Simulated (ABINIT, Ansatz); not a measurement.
# GaH3 (Pm-3m): zone-centre phonons, part 3 of 4

Which modes does GaH3 (Pm-3m) have at the zone centre?

ABINIT 10.8.3; DFT LDA, scalar-relativistic, plane waves, HGH norm-conserving pseudopotentials.

So far. Step 3 (Ground state): The cell stands at -0.72 GPa: the relaxation ran with a smoothed and higher cutoff and on another k mesh. Step 4 (Linear response at Γ): The acoustic modes at Γ come out as far as 0.1 cm⁻¹ from zero, where they should vanish, a small numerical error. The relaxed cell has a = 3.378 Å (conventional setting).

The structure was built from a prototype and need not be the compound's stable phase.

## Step 5: Zone-centre analysis

anaddb reads the merged derivatives and imposes the acoustic sum rule.

Input file anaddb.abi:

```
ddb_filepath "gamma_DDB"
output_file "anaddb.abo"
outdata_prefix "anaddb"
asr 1
chneut 1
enunit 2
eivec 1
nph1l 1
qph1l 0.0 0.0 0.0 1.0
```

Input file mrgddb.in:

```
gamma_DDB
merged
2
dfpt_gammao_DDB
gso_DDB
```

The run is started by

```sh
mrgddb < mrgddb.in > mrgddb.log
OMP_NUM_THREADS=1 anaddb anaddb.abi > anaddb.log
```

anaddb.abo, the main output file:

```text
-outvars_anaddb: echo values of input variables ----------------------

 Miscellaneous information :
      enunit         2
       eivec         1
         asr         1
 First list of wavevector (reduced coord.) :
       nph1l         1
       qph1l
                     0.00000000E+00  0.00000000E+00  0.00000000E+00    1.000E+00

================================================================================

 read the DDB information and perform some checks

  ==== Info on the Cryst% object ====
 Real(R)+Recip(G) space primitive vectors, cartesian coordinates (Bohr,Bohr^-1):
 R(1)=  6.3839283  0.0000000  0.0000000  G(1)=  0.1566434  0.0000000  0.0000000
 R(2)=  0.0000000  6.3839283  0.0000000  G(2)=  0.0000000  0.1566434  0.0000000
 R(3)=  0.0000000  0.0000000  6.3839283  G(3)=  0.0000000  0.0000000  0.1566434
 Unit cell volume ucvol=  2.6017406E+02 bohr^3
 Angles (23,13,12)=  9.00000000E+01  9.00000000E+01  9.00000000E+01 degrees
 Time-reversal symmetry is present
 Reduced atomic positions [iatom, xred, symbol]:
    1)    0.0000000  0.0000000  0.0000000  Ga
    2)    0.5000000  0.0000000  0.0000000   H
    3)    0.0000000  0.5000000  0.0000000   H
    4)    0.0000000  0.0000000  0.5000000   H

 DDB file with 3 blocks has been read.

================================================================================

 Treat the first list of vectors

  Phonon wavevector (reduced coordinates) :  0.00000  0.00000  0.00000
 Phonon energies in Hartree :
   0.000000E+00  0.000000E+00  0.000000E+00  1.240643E-03  1.240643E-03
   1.240643E-03  2.162399E-03  2.162399E-03  2.162399E-03  7.510113E-03
   7.510113E-03  7.510113E-03
 Phonon energies in meV     :
-  0.000000E+00  0.000000E+00  0.000000E+00  3.375963E+01  3.375963E+01
-  3.375963E+01  5.884188E+01  5.884188E+01  5.884188E+01  2.043606E+02
-  2.043606E+02  2.043606E+02
 Phonon frequencies in cm-1    :
-  0.000000E+00  0.000000E+00  0.000000E+00  2.722897E+02  2.722897E+02
-  2.722897E+02  4.745918E+02  4.745918E+02  4.745918E+02  1.648279E+03
-  1.648279E+03  1.648279E+03
 Phonon frequencies in Thz     :
-  0.000000E+00  0.000000E+00  0.000000E+00  8.163041E+00  8.163041E+00
-  8.163041E+00  1.422790E+01  1.422790E+01  1.422790E+01  4.941417E+01
-  4.941417E+01  4.941417E+01
 Phonon energies in Kelvin  :
-  0.000000E+00  0.000000E+00  0.000000E+00  3.917642E+02  3.917642E+02
-  3.917642E+02  6.828316E+02  6.828316E+02  6.828316E+02  2.371506E+03
-  2.371506E+03  2.371506E+03

 Eigendisplacements
 (will be given, for each mode : in cartesian coordinates
   for each atom the real part of the displacement vector,
   then the imaginary part of the displacement vector - absolute values smaller than 1.0d-7 are set to zero)
  Mode number    1   Energy    0.000000E+00
 Attention : low frequency mode.
   (Could be unstable or acoustic mode)
-  1  0.00000000E+00  0.00000000E+00  2.74607847E-03
-     0.00000000E+00  0.00000000E+00  0.00000000E+00
-  2  0.00000000E+00  0.00000000E+00  2.74607835E-03
-     0.00000000E+00  0.00000000E+00  0.00000000E+00
-  3  0.00000000E+00  0.00000000E+00  2.74607835E-03
-     0.00000000E+00  0.00000000E+00  0.00000000E+00
-  4  0.00000000E+00  0.00000000E+00  2.74607840E-03
-     0.00000000E+00  0.00000000E+00  0.00000000E+00
  Mode number    2   Energy    0.000000E+00
 Attention : low frequency mode.
   (Could be unstable or acoustic mode)
-  1  0.00000000E+00 -2.74607847E-03  0.00000000E+00
-     0.00000000E+00  0.00000000E+00  0.00000000E+00
-  2  0.00000000E+00 -2.74607834E-03  0.00000000E+00
-     0.00000000E+00  0.00000000E+00  0.00000000E+00
-  3  0.00000000E+00 -2.74607840E-03  0.00000000E+00
-     0.00000000E+00  0.00000000E+00  0.00000000E+00
-  4  0.00000000E+00 -2.74607834E-03  0.00000000E+00
-     0.00000000E+00  0.00000000E+00  0.00000000E+00
  Mode number    3   Energy    0.000000E+00
 Attention : low frequency mode.
   (Could be unstable or acoustic mode)
-  1  2.74607847E-03  0.00000000E+00  0.00000000E+00
-     0.00000000E+00  0.00000000E+00  0.00000000E+00
-  2  2.74607840E-03  0.00000000E+00  0.00000000E+00
-     0.00000000E+00  0.00000000E+00  0.00000000E+00
-  3  2.74607834E-03  0.00000000E+00  0.00000000E+00
-     0.00000000E+00  0.00000000E+00  0.00000000E+00
-  4  2.74607834E-03  0.00000000E+00  0.00000000E+00
-     0.00000000E+00  0.00000000E+00  0.00000000E+00
  Mode number    4   Energy    1.240643E-03
-  1  0.00000000E+00 -1.02077792E-07 -5.39578044E-04
-     0.00000000E+00  0.00000000E+00  0.00000000E+00
-  2  0.00000000E+00  2.95065906E-06  1.55970345E-02
-     0.00000000E+00  0.00000000E+00  0.00000000E+00
-  3  0.00000000E+00  1.15978688E-06  1.55970345E-02
-     0.00000000E+00  0.00000000E+00  0.00000000E+00
-  4  0.00000000E+00  2.95065906E-06  6.13057478E-03
-     0.00000000E+00  0.00000000E+00  0.00000000E+00
  Mode number    5   Energy    1.240643E-03
-  1  0.00000000E+00 -5.39578040E-04  1.02077921E-07
-     0.00000000E+00  0.00000000E+00  0.00000000E+00
-  2 -7.45325943E-07  1.55970344E-02 -2.95066279E-06
-     0.00000000E+00  0.00000000E+00  0.00000000E+00
-  3 -1.89621282E-06  6.13057473E-03 -2.95066279E-06
-     0.00000000E+00  0.00000000E+00  0.00000000E+00
-  4 -1.89621282E-06  1.55970344E-02 -1.15978835E-06
-     0.00000000E+00  0.00000000E+00  0.00000000E+00
  Mode number    6   Energy    1.240643E-03
-  1  5.39578050E-04  0.00000000E+00  0.00000000E+00
-     0.00000000E+00  0.00000000E+00  0.00000000E+00
-  2 -6.13057484E-03 -1.89621864E-06  0.00000000E+00
-     0.00000000E+00  0.00000000E+00  0.00000000E+00
-  3 -1.55970347E-02 -7.45328230E-07  0.00000000E+00
-     0.00000000E+00  0.00000000E+00  0.00000000E+00
-  4 -1.55970347E-02 -1.89621864E-06  0.00000000E+00
-     0.00000000E+00  0.00000000E+00  0.00000000E+00
  Mode number    7   Energy    2.162399E-03
-  1  0.00000000E+00  0.00000000E+00  0.00000000E+00
-     0.00000000E+00  0.00000000E+00  0.00000000E+00
-  2  0.00000000E+00  1.11463820E-05  1.64963366E-02
-     0.00000000E+00  0.00000000E+00  0.00000000E+00
-  3 -1.24235294E-06  0.00000000E+00 -1.64963366E-02
-     0.00000000E+00  0.00000000E+00  0.00000000E+00
-  4  1.24235294E-06 -1.11463820E-05  0.00000000E+00
-     0.00000000E+00  0.00000000E+00  0.00000000E+00
  Mode number    8   Energy    2.162399E-03
-  1  0.00000000E+00  0.00000000E+00  0.00000000E+00
-     0.00000000E+00  0.00000000E+00  0.00000000E+00
-  2  0.00000000E+00  1.64963367E-02 -1.11463090E-05
-     0.00000000E+00  0.00000000E+00  0.00000000E+00
-  3  9.69464398E-07  0.00000000E+00  1.11463090E-05
-     0.00000000E+00  0.00000000E+00  0.00000000E+00
-  4 -9.69464398E-07 -1.64963367E-02  0.00000000E+00
-     0.00000000E+00  0.00000000E+00  0.00000000E+00
  Mode number    9   Energy    2.162399E-03
-  1  0.00000000E+00  0.00000000E+00  0.00000000E+00
-     0.00000000E+00  0.00000000E+00  0.00000000E+00
-  2  0.00000000E+00  9.68624736E-07 -1.24300771E-06
-     0.00000000E+00  0.00000000E+00  0.00000000E+00
-  3 -1.64963404E-02  0.00000000E+00  1.24300771E-06
-     0.00000000E+00  0.00000000E+00  0.00000000E+00
-  4  1.64963404E-02 -9.68624736E-07  0.00000000E+00
-     0.00000000E+00  0.00000000E+00  0.00000000E+00
  Mode number   10   Energy    7.510113E-03
-  1  0.00000000E+00  0.00000000E+00  1.89470777E-04
-     0.00000000E+00  0.00000000E+00  0.00000000E+00
-  2  0.00000000E+00  0.00000000E+00  4.61744594E-03
-     0.00000000E+00  0.00000000E+00  0.00000000E+00
-  3  0.00000000E+00  0.00000000E+00  4.61744594E-03
-     0.00000000E+00  0.00000000E+00  0.00000000E+00
-  4  0.00000000E+00  0.00000000E+00 -2.23412981E-02
-     0.00000000E+00  0.00000000E+00  0.00000000E+00
  Mode number   11   Energy    7.510113E-03
-  1  0.00000000E+00  1.89470776E-04  0.00000000E+00
-     0.00000000E+00  0.00000000E+00  0.00000000E+00
-  2 -1.74167060E-07  4.61744594E-03  0.00000000E+00
-     0.00000000E+00  0.00000000E+00  0.00000000E+00
-  3  0.00000000E+00 -2.23412981E-02  0.00000000E+00
-     0.00000000E+00  0.00000000E+00  0.00000000E+00
-  4  0.00000000E+00  4.61744594E-03  0.00000000E+00
-     0.00000000E+00  0.00000000E+00  0.00000000E+00
  Mode number   12   Energy    7.510113E-03
-  1  1.89470776E-04  0.00000000E+00  0.00000000E+00
-     0.00000000E+00  0.00000000E+00  0.00000000E+00
-  2 -2.23412981E-02  0.00000000E+00  0.00000000E+00
-     0.00000000E+00  0.00000000E+00  0.00000000E+00
-  3  4.61744594E-03  1.74167060E-07  0.00000000E+00
-     0.00000000E+00  0.00000000E+00  0.00000000E+00
-  4  4.61744594E-03  0.00000000E+00  0.00000000E+00
-     0.00000000E+00  0.00000000E+00  0.00000000E+00

 Analysis of degeneracies and characters (maximum tolerance=1.00E-06 a.u.)
 For each vibration mode, or group of modes if degenerate,
 the characters are given for each symmetry operation (see the list in the log file).
 Symmetry characters of vibration mode #   1
       degenerate with vibration modes #   2 to    3
  3.0 -3.0 -1.0  1.0 -1.0  1.0 -1.0  1.0  1.0 -1.0 -1.0  1.0  1.0 -1.0 -1.0  1.0
 -0.0  0.0  0.0 -0.0  0.0 -0.0 -0.0  0.0  1.0 -1.0 -1.0  1.0 -1.0  1.0  1.0 -1.0
 -0.0  0.0  0.0 -0.0 -0.0  0.0  0.0 -0.0  1.0 -1.0  1.0 -1.0 -1.0  1.0 -1.0  1.0
 Symmetry characters of vibration mode #   4
       degenerate with vibration modes #   5 to    6
  3.0 -3.0 -1.0  1.0 -1.0  1.0 -1.0  1.0  1.0 -1.0 -1.0  1.0  1.0 -1.0 -1.0  1.0
  0.0 -0.0  0.0 -0.0 -0.0  0.0 -0.0  0.0  1.0 -1.0 -1.0  1.0 -1.0  1.0  1.0 -1.0
  0.0 -0.0 -0.0  0.0 -0.0  0.0  0.0 -0.0  1.0 -1.0  1.0 -1.0 -1.0  1.0 -1.0  1.0
 Symmetry characters of vibration mode #   7
       degenerate with vibration modes #   8 to    9
  3.0 -3.0 -1.0  1.0 -1.0  1.0 -1.0  1.0 -1.0  1.0  1.0 -1.0 -1.0  1.0  1.0 -1.0
 -0.0  0.0  0.0 -0.0 -0.0  0.0  0.0 -0.0 -1.0  1.0  1.0 -1.0  1.0 -1.0 -1.0  1.0
 -0.0  0.0 -0.0  0.0  0.0 -0.0  0.0 -0.0 -1.0  1.0 -1.0  1.0  1.0 -1.0  1.0 -1.0
 Symmetry characters of vibration mode #  10
       degenerate with vibration modes #  11 to   12
  3.0 -3.0 -1.0  1.0 -1.0  1.0 -1.0  1.0  1.0 -1.0 -1.0  1.0  1.0 -1.0 -1.0  1.0
 -0.0  0.0  0.0 -0.0 -0.0  0.0  0.0 -0.0  1.0 -1.0 -1.0  1.0 -1.0  1.0  1.0 -1.0
 -0.0  0.0 -0.0  0.0  0.0 -0.0  0.0 -0.0  1.0 -1.0  1.0 -1.0 -1.0  1.0 -1.0  1.0
-
```

Elapsed: 0.59 s, on 1 thread of Arm Neoverse N1, shared host.

No LO-TO term; unit eigenvectors of the mass-weighted matrix, from anaddb's displacements. Modes at Γ, with each element's share of the kinetic energy:

```csv
mode,frequency (cm⁻¹),symmetry,Ga %,H %
1,0.0,acoustic,96,4
2,0.0,acoustic,96,4
3,0.0,acoustic,96,4
4,272.3,T1u,4,96
5,272.3,T1u,4,96
6,272.3,T1u,4,96
7,474.6,T2u,0,100
8,474.6,T2u,0,100
9,474.6,T2u,0,100
10,1648.3,T1u,0,100
11,1648.3,T1u,0,100
12,1648.3,T1u,0,100
```

Displacements in mode 4 (272.3 cm⁻¹), the largest set to 1:
```
Ga1  0.00  0.00 -0.03
H2   0.00  0.00  1.00
H3   0.00  0.00  1.00
H4   0.00  0.00  0.39
```

Displacements in mode 10 (1648.3 cm⁻¹), the largest set to 1:
```
Ga1  0.00  0.00  0.01
H2   0.00  0.00  0.21
H3   0.00  0.00  0.21
H4   0.00  0.00 -1.00
```

The rule moves no optical mode by more than 0.1 cm⁻¹.

(Part 3 of 4 ends here.)

[Host names and launcher messages were left out of these logs when they were recorded.]

[Logs are printed without paths, hosts, clocks, repeated set-up lines and the standing remarks that a program may print on its own settings, such as how far it seeks lower states.]

[Hosts, paths, dates, database ids (printed as entryN), source tags and the programs' standing remarks are cut or masked in the printed files.]
